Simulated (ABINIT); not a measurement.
## MoS2 (P6_3/mmc): G0W0 with ABINIT, start to end

How does a plane-wave GW calculation on MoS2 (P6_3/mmc) run from the first input to the gap?

Calculated with ABINIT 10.8.3; PBE and many-body steps on it, plane waves.

The database entry behind the starting cell differs from later determinations by our own check (about 0.3 % long), so it need not match the best structure at ambient conditions.

**1. The structure**

The structure is hexagonal, space group P6_3/mmc (No. 194). Conventional cell: a = 3.169 Å, b = 3.169 Å, c = 12.324 Å, α = 90.00°, β = 90.00°, γ = 120.00°. Nearest to Mo lie 6 S at 2.41 Å. Nearest to S lie 3 Mo at 2.41 Å. Farther neighbours and most contacts between anions are not listed.

Coordinates:

```cif
data_structure
_symmetry_space_group_name_H-M 'P 1'
_symmetry_Int_Tables_number 1
_cell_length_a 3.1690
_cell_length_b 3.1690
_cell_length_c 12.3240
_cell_angle_alpha 90.000
_cell_angle_beta 90.000
_cell_angle_gamma 120.000
_cell_volume 107.18
loop_
_atom_site_label
_atom_site_type_symbol
_atom_site_fract_x
_atom_site_fract_y
_atom_site_fract_z
_atom_site_occupancy
Mo1 Mo 0.33333 0.66667 0.25000 1
Mo2 Mo 0.66667 0.33333 0.75000 1
S3 S 0.33333 0.66667 0.62300 1
S4 S 0.66667 0.33333 0.12300 1
S5 S 0.33333 0.66667 0.87700 1
S6 S 0.66667 0.33333 0.37700 1
```

The cell and positions come from the Crystallography Open Database and are kept as given unless a step says otherwise.

**2. Ground state**

This step: ABINIT 10.8.3; DFT, PBE, plane waves, norm-conserving pseudopotentials.

The ground-state density comes first.

The input, run.abi:

```
acell 3*1.0 Angstrom
rprim 
  3.169000000004 -0.000000000001 0.000000000000
  -1.584500000001 2.744434504597 0.000000000000
  0.000000000000 0.000000000000 12.324000000000
ntypat 2
znucl 42 16
natom 6
typat 1 1 2 2 2 2
xred 
  0.333333333333 0.666666666667 0.250000000000
  0.666666666667 0.333333333333 0.750000000000
  0.333333333333 0.666666666667 0.623000000000
  0.666666666667 0.333333333333 0.123000000000
  0.333333333333 0.666666666667 0.877000000000
  0.666666666667 0.333333333333 0.377000000000
pp_dirpath "pseudos"
pseudos "Mo.upf, S.upf"
ecut 36
ngkpt 6 6 2
nshiftk 1
shiftk 0 0 0
kptopt 1
chksymbreak 0
nband 33
occopt 1
tolvrs 1e-10
nstep 60
prtwf 0
indata_prefix "in"
outdata_prefix "out"
tmpdata_prefix "tmp"
```

Launch:

```console
OMP_NUM_THREADS=1 mpirun -n 4 abinit run.abi > log
```

Numbers of over 12 decimals in the logs are rounded to 6 here.

What it wrote:

```text
.Version 10.8.3 of ABINIT. v10.8.2 released Aug 2026.

 Symmetries : space group P6_3/m m c (#194); Bravais hP (primitive hexag.)
================================================================================
 Values of the parameters that define the memory need of the present run
     intxc =       0    ionmov =       0      iscf =       7    lmnmax =       6
     lnmax =       6     mgfft =     128  mpssoang =       3    mqgrid =    6291
     natom =       6  nloc_mem =       1    nspden =       1   nspinor =       1
    nsppol =       1      nsym =      24    n1xccc =    2501    ntypat =       2
    occopt =       1   xclevel =       2
-    mband =          33        mffmem =           1         mkmem =           4
       mpw =        7490          nfft =      165888          nkpt =          14
================================================================================
  Rough estimation (10% accuracy) of disk space for files :
================================================================================

--------------------------------------------------------------------------------
------------- Echo of variables that govern the present computation ------------
--------------------------------------------------------------------------------
 -outvars: echo values of preprocessed input variables --------
            acell      1.8897261259E+00  1.8897261259E+00  1.8897261259E+00 Bohr

      chksymbreak           0
             ecut      3.60000000E+01 Hartree
-          fftalg         312

              ixc     -101130
              kpt      0.00000000E+00  0.00000000E+00  0.00000000E+00
                       1.66666667E-01  0.00000000E+00  0.00000000E+00
                       3.33333333E-01  0.00000000E+00  0.00000000E+00
                       5.00000000E-01  0.00000000E+00  0.00000000E+00
                       1.66666667E-01  1.66666667E-01  0.00000000E+00
                       3.33333333E-01  1.66666667E-01  0.00000000E+00
                       3.33333333E-01  3.33333333E-01  0.00000000E+00
                       0.00000000E+00  0.00000000E+00  5.00000000E-01
                       1.66666667E-01  0.00000000E+00  5.00000000E-01
                       3.33333333E-01  0.00000000E+00  5.00000000E-01
                       5.00000000E-01  0.00000000E+00  5.00000000E-01
[...]
kptrlatt        6    0    0      0    6    0      0    0    2
          kptrlen      3.59312526E+01
P           mkmem           4
            natom           6
            nband          33
            ngfft          36      36     128
             nkpt          14
            nstep          60
             nsym          24
           ntypat           2
              occ      2.000000  2.000000  2.000000  2.000000  2.000000  2.000000
                       2.000000  2.000000  2.000000  2.000000  2.000000  2.000000
                       2.000000  2.000000  2.000000  2.000000  2.000000  2.000000
                       2.000000  2.000000  2.000000  2.000000  2.000000  2.000000
                       2.000000  2.000000  0.000000  0.000000  0.000000  0.000000
[...]
prtwf           0
            rprim      3.1690000000E+00 -1.0000000000E-12  0.0000000000E+00
[...]
spgroup         194

           tolvrs      1.00000000E-10

             xred      3.3333333333E-01  6.6666666667E-01  2.5000000000E-01
[...]
znucl       42.00000   16.00000

================================================================================

 chkinp: Checking input parameters for consistency.

================================================================================
== DATASET  1 ==================================================================
-   mpi_nproc: 4, omp_nthreads: 1 (-1 if OMP is not activated)

--- !DatasetInfo
iteration_state: {dtset: 1, }
dimensions: {natom: 6, nkpt: 14, mband: 33, nsppol: 1, nspinor: 1, nspden: 1, mpw: 7490, }
cutoff_energies: {ecut:  36.0, pawecutdg:  -1.0, }
electrons: {nelect:   5.20000000E+01, charge:   0.00000000E+00, occopt:   1.00000000E+00, tsmear:   1.00000000E-02, }

 Real(R)+Recip(G) space primitive vectors, cartesian coordinates (Bohr,Bohr^-1):
 R(1)=  5.9885421  0.0000000  0.0000000  G(1)=  0.1669856  0.0964092  0.0000000
 R(2)= -2.9942710  5.1862296  0.0000000  G(2)=  0.0000000  0.1928183  0.0000000
 R(3)=  0.0000000  0.0000000 23.2889848  G(3)=  0.0000000  0.0000000  0.0429388
 Unit cell volume ucvol=  7.2330822E+02 bohr^3
 Angles (23,13,12)=  9.00000000E+01  9.00000000E+01  1.20000000E+02 degrees

 getcut: wavevector=  0.0000  0.0000  0.0000  ngfft=  36  36 128
         ecut(hartree)=     36.000   => boxcut(ratio)=   2.03490

--- Pseudopotential description ------------------------------------------------
- Mo Generated using ONCVPSP code by D. R. Hamann
- 42.00000  14.00000  171031                  znucl, zion, pspdat
12 -101130 2 -1 1640                          pspcod,pspxc,lmax,lloc,mmax
     nproj     2     2     2
  pspatm : epsatm=   15.95693798
         --- l  ekb(1:nproj) -->
[...]
pspatm: atomic psp has been read  and splines computed

- S Generated using ONCVPSP code by D. R. Hamann
- 16.00000   6.00000  171031                  znucl, zion, pspdat
[...]
ETOT  9  -184.89632061420    -2.107E-09 1.706E-04 4.393E-07
 ETOT 10  -184.89632061432    -1.168E-10 2.595E-04 4.454E-08
 ETOT 11  -184.89632061434    -1.907E-11 1.106E-04 4.078E-09
 ETOT 12  -184.89632061434     4.093E-12 1.802E-04 3.639E-10
 ETOT 13  -184.89632061434    -1.677E-12 6.883E-05 5.798E-11

 At SCF step   13       vres2   =  5.80E-11 < tolvrs=  1.00E-10 =>converged.

 Cartesian components of stress tensor (hartree/bohr^3)
  sigma(1 1)= -5.90480407E-05  sigma(3 2)=  0.00000000E+00
  sigma(2 2)= -5.90480407E-05  sigma(3 1)=  0.00000000E+00
  sigma(3 3)= -7.38400160E-05  sigma(2 1)=  0.00000000E+00

--- !ResultsGS
iteration_state: {dtset: 1, }
comment   : Summary of ground state results
lattice_vectors:
- [  5.9885421,  -0.0000000,   0.0000000, ]
- [ -2.9942710,   5.1862296,   0.0000000, ]
- [  0.0000000,   0.0000000,  23.2889848, ]
lattice_lengths: [   5.98854,    5.98854,   23.28898, ]
lattice_angles: [ 90.000,  90.000, 120.000, ] # degrees, (23, 13, 12)
lattice_volume:   7.2330822E+02
convergence: {deltae: -1.677E-12, res2:  5.798E-11, residm:  6.883E-05, diffor: null, }
etotal    :  -1.84896321E+02
entropy   :   0.00000000E+00
fermie    :   3.09959974E-01
cartesian_stress_tensor: # hartree/bohr^3
- [ -5.90480407E-05,   0.00000000E+00,   0.00000000E+00, ]
- [  0.00000000E+00,  -5.90480407E-05,   0.00000000E+00, ]
- [  0.00000000E+00,   0.00000000E+00,  -7.38400160E-05, ]
pressure_GPa:   1.8823E+00
xred      :
- [  3.3333E-01,   6.6667E-01,   2.5000E-01, Mo]
- [  6.6667E-01,   3.3333E-01,   7.5000E-01, Mo]
- [  3.3333E-01,   6.6667E-01,   6.2300E-01,  S]
- [  6.6667E-01,   3.3333E-01,   1.2300E-01,  S]
- [  3.3333E-01,   6.6667E-01,   8.7700E-01,  S]
- [  6.6667E-01,   3.3333E-01,   3.7700E-01,  S]
cartesian_forces: # hartree/bohr
- [  7.02551321E-31,   3.65056375E-30,  -0.00000000E+00, ]
- [  7.02551321E-31,  -2.83932736E-30,  -9.03272127E-32, ]
- [ -1.40510264E-30,  -1.62247278E-30,   1.03786198E-03, ]
- [  2.56087294E-43,   8.11236389E-31,   1.03786198E-03, ]
- [  7.02551321E-31,  -4.05618195E-31,  -1.03786198E-03, ]
- [ -7.02551321E-31,   4.05618195E-31,  -1.03786198E-03, ]
force_length_stats: {min:   2.92634879E-30, max:   1.03786198E-03, mean:   6.91907984E-04, }

 Integrated electronic density in atomic spheres:
 ------------------------------------------------
 Atom  Sphere_radius  Integrated_density
[...]
================================================================================

 ----iterations are completed or convergence reached----

 Mean square residual over all n,k,spin=   43.385E-08; max=  68.827E-06
 reduced coordinates (array xred) for    6 atoms
[...]
0.666666666667      0.333333333333      0.750000000000
       0.333333333333      0.666666666667      0.623000000000
       0.666666666667      0.333333333333      0.123000000000
       0.333333333333      0.666666666667      0.877000000000
       0.666666666667      0.333333333333      0.377000000000
 rms dE/dt=  1.1394E-02; max dE/dt=  2.4171E-02; dE/dt below (all hartree)
    1      -0.000000000000     -0.000000000000      0.000000000000
    2      -0.000000000000      0.000000000000      0.000000000000
    3       0.000000000000      0.000000000000     -0.024170751752
    4      -0.000000000000     -0.000000000000     -0.024170751752
    5      -0.000000000000      0.000000000000      0.024170751752
    6       0.000000000000     -0.000000000000      0.024170751752

 cartesian coordinates (angstrom) at end:
    1      6.7e-13     1.829623     3.081000
    2      1.584500     0.914812     9.243000
    3      6.7e-13     1.829623     7.677852
    4      1.584500     0.914812     1.515852
[...]
cartesian forces (hartree/bohr) at end:
[...]
frms,max,avg= 4.8925283E-04 1.0378620E-03   0.000E+00  0.000E+00  0.000E+00 h/b

 cartesian forces (eV/Angstrom) at end:
[...]
2      0.000000    -0.000000    -0.000000
    3     -0.000000    -0.000000     0.053369
    4      0.000000     0.000000     0.053369
    5      0.000000    -0.000000    -0.053369
    6     -0.000000     0.000000    -0.053369
 frms,max,avg= 2.5158392E-02 5.3369009E-02   0.000E+00  0.000E+00  0.000E+00 e/A
 length scales=  1.889726125908  1.889726125908  1.889726125908 bohr
              =  1.000000000000  1.000000000000  1.000000000000 angstroms
 prteigrs : about to open file out_EIG
 Fermi (or HOMO) energy (hartree) =   0.30996   Average Vxc (hartree)=  -0.40245
 Eigenvalues (hartree) for nkpt=  14  k points:
 kpt#   1, nband= 33, wtk=  0.01389, kpt=  0.0000  0.0000  0.0000 (reduced coord)
  -1.95125   -1.95125   -1.00128   -1.00127   -0.99293   -0.99293   -0.99293   -0.99293
  -0.23958   -0.22966   -0.19514   -0.17888    0.05790    0.09584    0.18196    0.18981
   0.18981    0.19029    0.19029    0.23000    0.23000    0.23172    0.23172    0.26647
   0.26790    0.30996    0.38712    0.38733    0.38816    0.38827    0.39315    0.39331
   0.39947
 prteigrs : prtvol=0 or 1, do not print more k-points.

--- !EnergyTerms
iteration_state     : {dtset: 1, }
comment             : Components of total free energy in Hartree
kinetic             :  6.00147592861246E+01
hartree             :  5.39885223318747E+01
xc                  : -3.33780456302612E+01
Ewald energy        : -1.19847493795111E+02
psp_core            :  4.88769548579594E+00
local_psp           : -1.73802185837384E+02
non_local_psp       :  2.32404275446236E+01
total_energy        : -1.84896320614338E+02
total_energy_eV     : -5.03128519569748E+03
band_energy         : -1.61958635705189E+01

 Cartesian components of stress tensor (hartree/bohr^3)
  sigma(1 1)= -5.90480407E-05  sigma(3 2)=  0.00000000E+00
  sigma(2 2)= -5.90480407E-05  sigma(3 1)=  0.00000000E+00
  sigma(3 3)= -7.38400160E-05  sigma(2 1)=  0.00000000E+00

-Cartesian components of stress tensor (GPa)         [Pressure=  1.8823E+00 GPa]
- sigma(1 1)= -1.73725334E+00  sigma(3 2)=  0.00000000E+00
- sigma(2 2)= -1.73725334E+00  sigma(3 1)=  0.00000000E+00
- sigma(3 3)= -2.17244827E+00  sigma(2 1)=  0.00000000E+00

== END DATASET(S) ==============================================================
================================================================================

 -outvars: echo values of variables after computation  --------
           etotal     -1.8489632061E+02
            nband          33
             nkpt          14
          spgroup         194
 [... the other variables as echoed above ...]

 Calculation completed.
```

Wall time 44 s (4 MPI ranks of Arm Neoverse V2, shared host); peak memory 0.44 GiB; 2.9 min of CPU time.

This step gave:

| Property | Result |
| --- | --- |
| total energy | -5031.2852 eV |
| gap | 0.8887 eV |
| k of the valence top | 0, 0, 0 |
| k of the conduction bottom | 0.1667, 0.1667, 0 |
| least direct gap | 1.654 eV |
| pressure | 1.882 GPa |

The gap is indirect, with the least direct gap 0.77 eV higher.

The cutoff was set for levels, not for stress, so the pressure can be off by some GPa.

**3. Empty states on the mesh, 6×6×1 mesh, 170 bands**

The sums over transitions need many empty states on a uniform mesh; this step solves for them.

run.abi, as its differences from that of step 2:

```diff
@@ -19,3 +19,3 @@
 ecut 36
-ngkpt 6 6 2
+ngkpt 6 6 1
 nshiftk 1
@@ -24,7 +24,10 @@
 chksymbreak 0
-nband 33
-occopt 1
-tolvrs 1e-10
+iscf -2
+irdden 1
+istwfk *1
+nband 170
+nbdbuf 14
+tolwfr 1e-09
 nstep 60
-prtwf 0
+prtvol 0
 indata_prefix "in"
```

What it wrote:

```text
.Version 10.8.3 of ABINIT. v10.8.2 released Aug 2026.

 Symmetries : space group P6_3/m m c (#194); Bravais hP (primitive hexag.)
[... echo of the input left out ...]
== DATASET  1 ==================================================================
-   mpi_nproc: 4, omp_nthreads: 1 (-1 if OMP is not activated)

--- !DatasetInfo
iteration_state: {dtset: 1, }
dimensions: {natom: 6, nkpt: 7, mband: 170, nsppol: 1, nspinor: 1, nspden: 1, mpw: 7481, }
cutoff_energies: {ecut:  36.0, pawecutdg:  -1.0, }
electrons: {nelect:   5.20000000E+01, charge:   0.00000000E+00, occopt:   1.00000000E+00, tsmear:   1.00000000E-02, }

 Real(R)+Recip(G) space primitive vectors, cartesian coordinates (Bohr,Bohr^-1):
 R(1)=  5.9885421  0.0000000  0.0000000  G(1)=  0.1669856  0.0964092  0.0000000
 R(2)= -2.9942710  5.1862296  0.0000000  G(2)=  0.0000000  0.1928183  0.0000000
 R(3)=  0.0000000  0.0000000 23.2889848  G(3)=  0.0000000  0.0000000  0.0429388
 Unit cell volume ucvol=  7.2330822E+02 bohr^3
 Angles (23,13,12)=  9.00000000E+01  9.00000000E+01  1.20000000E+02 degrees

 getcut: wavevector=  0.0000  0.0000  0.0000  ngfft=  36  36 128
         ecut(hartree)=     36.000   => boxcut(ratio)=   2.03490

--- Pseudopotential description ------------------------------------------------
- Mo Generated using ONCVPSP code by D. R. Hamann
- 42.00000  14.00000  171031                  znucl, zion, pspdat
12 -101130 2 -1 1640                          pspcod,pspxc,lmax,lloc,mmax
     nproj     2     2     2
  pspatm : epsatm=   15.95693798
         --- l  ekb(1:nproj) -->
             0   13.833287    1.350687
             1    8.015347    1.134034
             2    2.765699    0.969071
 pspatm: atomic psp has been read  and splines computed

- S Generated using ONCVPSP code by D. R. Hamann
- 16.00000   6.00000  171031                  znucl, zion, pspdat
12 -101130 2 -1 1146                          pspcod,pspxc,lmax,lloc,mmax
     nproj     2     2     2
  pspatm : epsatm=    9.01821529
         --- l  ekb(1:nproj) -->
[...]
pspatm: atomic psp has been read  and splines computed

--------------------------------------------------------------------------------

================================================================================
 prteigrs : about to open file out_EIG
 Non-SCF case, kpt    1 (  0.00000  0.00000  0.00000), residuals and eigenvalues=
  2.28E-10  2.42E-10  4.49E-10  4.83E-10  3.09E-10  4.13E-10  4.26E-10  5.80E-10
  2.28E-10  3.63E-10  1.96E-10  3.61E-10  1.74E-10  2.63E-10  1.61E-10  2.59E-10
  4.10E-10  4.90E-10  5.92E-10  1.71E-10  7.49E-10  2.38E-10  4.20E-10  1.39E-10
[...]
7.07E-05  3.99E-05
 -1.9512E+00 -1.9512E+00 -1.0013E+00 -1.0013E+00 -9.9293E-01 -9.9293E-01
 -9.9293E-01 -9.9293E-01 -2.3958E-01 -2.2966E-01 -1.9514E-01 -1.7888E-01
  5.7899E-02  9.5843E-02  1.8196E-01  1.8981E-01  1.8981E-01  1.9029E-01
[...]
2.3903E+00  2.3974E+00  2.4056E+00  2.4056E+00  2.4076E+00  2.4358E+00
  2.4358E+00  2.4405E+00  2.4526E+00  2.4862E+00  2.4864E+00  2.4922E+00
  2.4925E+00  2.5169E+00
 prteigrs : prtvol=0 or 1, do not print more k-points.

--- !ResultsGS
iteration_state: {dtset: 1, }
comment   : Summary of ground state results
lattice_vectors:
- [  5.9885421,  -0.0000000,   0.0000000, ]
- [ -2.9942710,   5.1862296,   0.0000000, ]
- [  0.0000000,   0.0000000,  23.2889848, ]
lattice_lengths: [   5.98854,    5.98854,   23.28898, ]
lattice_angles: [ 90.000,  90.000, 120.000, ] # degrees, (23, 13, 12)
lattice_volume:   7.2330822E+02
convergence: {deltae:  0.000E+00, res2:  0.000E+00, residm:  9.959E-10, diffor:  0.000E+00, }
etotal    :  -1.84896321E+02
entropy   :   0.00000000E+00
fermie    :   3.09959974E-01
cartesian_stress_tensor: null
pressure_GPa: null
xred      :
- [  3.3333E-01,   6.6667E-01,   2.5000E-01, Mo]
- [  6.6667E-01,   3.3333E-01,   7.5000E-01, Mo]
- [  3.3333E-01,   6.6667E-01,   6.2300E-01,  S]
- [  6.6667E-01,   3.3333E-01,   1.2300E-01,  S]
- [  3.3333E-01,   6.6667E-01,   8.7700E-01,  S]
- [  6.6667E-01,   3.3333E-01,   3.7700E-01,  S]
cartesian_forces: null
force_length_stats: {min: null, max: null, mean: null, }

 Integrated electronic density in atomic spheres:
 ------------------------------------------------
 Atom  Sphere_radius  Integrated_density
[...]
================================================================================

 ----iterations are completed or convergence reached----

 Mean square residual over all n,k,spin=   48.527E-11; max=  99.591E-11
 reduced coordinates (array xred) for    6 atoms
[...]
0.333333333333      0.666666666667      0.877000000000
       0.666666666667      0.333333333333      0.377000000000

 cartesian coordinates (angstrom) at end:
    1      6.7e-13     1.829623     3.081000
    2      1.584500     0.914812     9.243000
    3      6.7e-13     1.829623     7.677852
    4      1.584500     0.914812     1.515852
    5      6.7e-13     1.829623    10.808148
    6      1.584500     0.914812     4.646148
 length scales=  1.889726125908  1.889726125908  1.889726125908 bohr
              =  1.000000000000  1.000000000000  1.000000000000 angstroms
 prteigrs : about to open file out_EIG
 Eigenvalues (hartree) for nkpt=   7  k points:
 kpt#   1, nband=170, wtk=  0.02778, kpt=  0.0000  0.0000  0.0000 (reduced coord)
[...]
2.33291    2.36622    2.36622    2.37661    2.39030    2.39740    2.40556    2.40556
   2.40764    2.43577    2.43577    2.44051    2.45265    2.48615    2.48636    2.49217
   2.49248    2.51687
 prteigrs : prtvol=0 or 1, do not print more k-points.

== END DATASET(S) ==============================================================
================================================================================

 -outvars: echo values of variables after computation  --------
            nband         170
             nkpt           7
          spgroup         194
 [... the other variables as echoed above ...]

 Calculation completed.
```

Wall time 86 s (4 MPI ranks); peak memory 0.5 GiB; 5.7 min of CPU time.

This step gave:

```yaml
gap: 0.8887 eV
k_of_the_valence_top: 0, 0, 0
k_of_the_conduction_bottom: 0.1667, 0.1667, 0
least_direct_gap: 1.654 eV
k_points_computed: 7
lowest_point_of_the_top_converged_band_above_the_valence_top: 53.7942 eV
```

On this mesh the gap is 0.889 eV.

(Part 1 of 2 ends here.)

[Paths, hosts, dates, memory and timing lines, banners, echoed tables and standing remarks are left out of the program output.]

[Logs are printed without paths, hosts, clocks, repeated set-up lines and the standing remarks that a program may print on its own settings, such as how far it seeks lower states.]

[Runs of the session that timed out or met a known fault of the program may be left out.]

[Hosts, paths, dates, database ids (printed as entryN), source tags and the programs' standing remarks are cut or masked in the printed files.]

[G0W0 gaps are taken among the corrected bands and points alone; a level outside them can change the order at an edge.]

[Where Ansatz stands beside ABINIT at settings called matched, ABINIT's density can come from a denser mesh and the files from another edition; pairs whose starting gaps differed by over 0.03 eV were left out, so agreement reads better than it is.]
